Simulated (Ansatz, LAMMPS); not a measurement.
# Liquid mixture of dimethyl sulfoxide and H2O at 300 K (89 atoms): atom by atom

8 dimethyl sulfoxide, 3 H2O placed at random, at 1.09 g/cm³; overlaps pushed apart, then 10 ps at 450 K with MMFF94 bonds, angles, torsions, charges and radii (Halgren, J. Comput. Chem. 17, 490 (1996)) in harmonic and 12-6 forms; SPC/E water (Berendsen, Grigera and Straatsma, J. Phys. Chem. 91, 6269 (1987)). Snapshot after 20 ps at 300 K and fixed volume.

Calculated values (Ansatz 0.2.0, Kohn-Sham DFT, PBE+D4, PAW (set soft_2), plane waves; cutoff 420 eV, Γ point, fixed occupations; density 1.09 g/cm³) for the geometry as built.

Extended XYZ; positions in Å, forces in eV/Å, q the Löwdin charge in e:

```xyz
89
Lattice="10.111 0.000 0.000 0.000 10.111 0.000 0.000 0.000 10.111" Properties=species:S:1:pos:R:3:charge:R:1:forces:R:3 pbc="T T T"
C 4.663 1.541 6.198 -0.55 -0.012 -0.389 -0.540
S 3.848 3.206 6.082 1.24 1.230 -1.270 -2.421
C 2.423 2.619 5.147 -0.59 -0.958 -1.240 0.000
O 3.375 3.458 7.432 -0.80 -1.378 1.025 2.863
H 4.769 1.223 5.119 0.19 -0.078 -0.123 1.093
H 3.916 0.906 6.784 0.19 1.032 0.496 -0.729
H 5.706 1.583 6.653 0.19 -1.312 0.153 -0.359
H 1.813 3.464 4.853 0.21 0.067 0.502 -0.319
H 1.732 1.967 5.753 0.19 0.801 0.310 -0.094
H 2.679 2.024 4.250 0.22 0.105 0.432 0.194
C 1.041 4.513 9.659 -0.58 -0.688 -0.142 0.044
S 2.158 4.903 0.912 1.15 -0.141 -0.616 -0.128
C 1.283 6.468 1.348 -0.55 -1.685 -1.850 -0.466
O 1.895 3.825 1.953 -0.78 0.113 0.597 0.001
H 1.147 3.472 9.320 0.22 0.110 0.065 0.386
H 1.325 5.129 8.807 0.21 -0.150 0.334 -0.134
H 0.012 4.715 10.049 0.20 0.473 -0.165 -0.532
H 1.945 6.938 2.014 0.22 0.691 0.975 1.161
H 0.295 6.129 1.879 0.19 1.517 0.941 -1.126
H 1.194 7.042 0.394 0.21 -0.320 -0.241 0.744
C 2.719 0.022 2.043 -0.59 -0.442 -0.024 0.309
S 3.561 9.739 0.502 1.19 -1.312 1.335 -0.717
C 3.713 1.396 10.070 -0.58 -0.153 0.278 1.293
O 4.909 9.214 0.839 -0.76 0.716 -0.228 0.309
H 2.156 9.267 2.408 0.24 -0.199 0.102 -0.174
H 2.086 0.929 1.964 0.23 0.153 -0.482 -0.086
H 3.512 0.181 2.759 0.20 0.472 0.260 0.412
H 4.394 1.414 9.240 0.21 0.389 0.067 -0.502
H 3.993 2.153 0.761 0.19 -0.048 -1.120 -0.593
H 2.715 1.685 9.752 0.23 -0.298 -0.063 -0.322
C 1.276 7.022 6.490 -0.60 0.676 -1.276 0.557
S 0.176 6.822 5.117 1.25 0.425 1.028 0.342
C 9.560 5.372 5.804 -0.58 -3.054 0.432 -0.664
O 9.301 7.956 5.296 -0.76 -0.328 -0.290 0.017
H 1.729 7.974 6.407 0.25 0.712 1.176 -0.144
H 2.060 6.243 6.407 0.21 -0.117 0.309 0.130
H 0.749 6.931 7.457 0.17 -0.117 0.026 -0.310
H 0.215 4.650 5.897 0.21 0.848 -1.184 -0.032
H 8.763 5.104 4.999 0.20 0.936 -0.097 1.715
H 9.127 5.616 6.823 0.19 0.122 -0.291 -1.085
C 6.303 1.946 2.306 -0.58 0.699 -0.519 -0.175
S 7.365 2.316 3.802 1.16 -0.089 -0.577 -0.474
C 8.728 3.146 2.934 -0.61 -0.332 0.425 0.807
O 6.688 3.398 4.627 -0.77 0.155 -0.128 -0.511
H 6.037 2.894 1.838 0.19 -0.325 0.208 0.114
H 5.446 1.345 2.654 0.19 0.144 0.402 -0.084
H 6.845 1.333 1.528 0.21 -0.126 0.388 0.902
H 9.362 3.461 3.745 0.22 0.554 -0.037 0.547
H 8.344 4.068 2.531 0.21 -0.409 0.441 -0.681
H 9.348 2.592 2.256 0.24 0.022 -0.687 -0.540
C 5.791 3.936 9.023 -0.56 1.924 -0.611 -0.420
S 6.677 5.506 8.948 1.15 -0.461 -0.100 0.687
C 5.190 6.501 8.433 -0.58 0.155 -0.482 -1.631
O 7.051 5.698 0.314 -0.75 -0.215 0.166 -0.675
H 4.844 4.030 9.500 0.22 -0.889 0.218 0.441
H 6.484 3.274 9.615 0.20 -0.571 0.415 -0.592
H 5.684 3.602 7.985 0.21 -0.038 -0.195 0.227
H 5.502 7.515 8.122 0.22 -0.049 -0.327 0.211
H 4.465 6.523 9.218 0.22 -0.439 0.123 0.927
H 4.675 5.973 7.547 0.21 0.999 0.569 1.003
C 8.172 9.359 7.972 -0.61 -1.706 0.749 -1.792
S 9.726 0.037 8.071 1.24 -0.541 0.816 -0.290
C 8.977 1.449 7.249 -0.61 1.370 0.954 0.016
O 9.865 0.390 9.525 -0.76 0.690 0.516 0.262
H 7.773 9.413 6.916 0.20 0.516 -0.150 0.869
H 7.448 9.834 8.640 0.21 0.153 0.073 0.262
H 8.326 8.373 8.207 0.24 0.005 -2.736 0.795
H 8.854 1.231 6.216 0.24 -0.327 -0.622 -1.226
H 9.750 2.204 7.221 0.21 0.246 0.809 0.327
H 8.054 1.814 7.680 0.20 -0.216 -0.023 0.477
C 4.950 6.231 2.859 -0.58 0.841 -1.566 -0.111
S 5.097 6.767 4.585 1.21 0.811 -0.457 0.366
C 6.431 7.964 4.445 -0.56 0.610 -0.114 1.341
O 3.935 7.619 4.949 -0.81 -1.514 0.535 0.155
H 5.596 5.268 2.721 0.20 -0.487 1.868 0.156
H 5.183 7.081 2.204 0.20 -0.107 -0.405 -0.188
H 3.945 5.812 2.721 0.20 -0.170 0.419 0.161
H 6.184 8.788 3.781 0.20 -0.258 0.140 -0.234
H 7.316 7.436 4.064 0.22 0.072 0.318 0.249
H 6.593 8.360 5.527 0.18 -0.136 -0.749 -1.751
O 9.652 9.099 1.644 -0.74 0.569 0.449 0.199
H 8.690 8.852 1.535 0.38 0.364 -0.004 -0.394
H 9.956 9.618 0.845 0.37 -0.832 -0.537 0.570
O 10.091 0.157 4.169 -0.78 -0.039 0.360 0.417
H 9.829 9.976 3.249 0.38 0.104 -0.448 0.629
H 9.811 9.573 4.831 0.37 0.148 0.231 -1.355
O 7.242 8.178 1.222 -0.71 -0.453 0.110 0.072
H 6.404 8.685 1.021 0.38 0.667 -0.740 0.203
H 7.081 7.201 1.088 0.38 0.111 0.756 -0.357
```

The force components of 0.74 eV/Å r.m.s. hold both thermal displacement and the mismatch between the potential that made the cell and DFT, above all in bond lengths inside molecules. The network of contacts between molecules at the start is that of the classical potential that made the cell, and needn't be the one that DFT or experiment would give. The density was typed from a rule of thumb and may lie off the real one at this temperature. Only the Γ point is sampled, in a cell whose shortest periodic width is 10 Å. The Löwdin charges lack the electrons that the projection spills, 0.046 e an atom on average.

The r.m.s. force component is 0.741 eV/Å; the longest force, 3.34 eV/Å, acts on O4.

[Long decimals in the printed logs are rounded to 6 places.]

[Logs are printed without paths, hosts, clocks, repeated set-up lines and the standing remarks that a program may print on its own settings, such as how far it seeks lower states.]

[Hosts, paths, dates, database ids (printed as entryN), source tags and the programs' standing remarks are cut or masked in the printed files.]

[The MMFF94 radii named for the starting cell were scaled by 0.96; in molecules described by MMFF94, hydrogen bound to N, O or S took a small fixed 12-6 site in their place.]
